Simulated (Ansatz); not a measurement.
# Cu2O, cuprite: band edges under a change of volume

How fast do the gaps move when the cell is scaled evenly?

Calculated with Ansatz 0.2.0, PBEsol, PAW files of the set soft_1, cutoff 600 eV, Fermi–Dirac smearing 0.02 eV, k-mesh 7×7×7, no spin polarisation, no spin-orbit coupling.

Reference cell, relaxed at zero pressure with PBEsol (Pn-3m): a = 4.2222 Å, b = 4.2222 Å, c = 4.2222 Å, α = 90.00°, β = 90.00°, γ = 90.00°.

```
atom       x       y       z
  Cu  0.2500  0.2500  0.2500
  Cu  0.2500  0.7500  0.7500
  Cu  0.7500  0.7500  0.2500
  Cu  0.7500  0.2500  0.7500
   O  0.0000  0.0000  0.0000
   O  0.5000  0.5000  0.5000
```

Levels are read on the k-mesh and along lines from Γ to X = (0, 0.5, 0), M = (0.5, 0.5, 0) and R = (0.5, 0.5, 0.5) in the reciprocal basis of this cell (the letters only name these points), and count from the highest filled level.

| ln(V/V0) | gap (eV) | direct gap at Γ (eV) |
| --- | --- | --- |
| −0.0619 | 0.715 | 0.715 |
| −0.0408 | 0.660 | 0.660 |
| −0.0202 | 0.607 | 0.607 |
| 0.0000 | 0.558 | 0.558 |
| 0.0198 | 0.511 | 0.511 |
| 0.0583 | 0.426 | 0.426 |

**Question.** Fit the direct gap at Γ and give it at ln(V/V0) = 0.0392, a row left out above.

A straight line through the 6 rows: the means are −0.007467 for ln(V/V0) and 0.5795 for the level, Σ(Δx)² = 0.009361 and ΣΔxΔy = −0.02253, so the slope is −0.02253/0.009361 = −2.4072 and the intercept 0.5795 − (−2.4072)(−0.007467) = 0.5615.

The slope is the volume deformation potential of this gap, −2.41 eV, as a mean over the range. The line gives 0.467 eV. The run itself gives 0.467 eV, so the estimate misses by 0.000 eV; the fitted rows themselves lie up to 0.005 eV off the law.

The gap is direct at Γ in every row. Semilocal functionals give gaps that are too small, and the error differs from valley to valley, so the order of close valleys can be wrong too.

[Logs are printed without paths, hosts, clocks, repeated set-up lines and the standing remarks that a program may print on its own settings, such as how far it seeks lower states.]
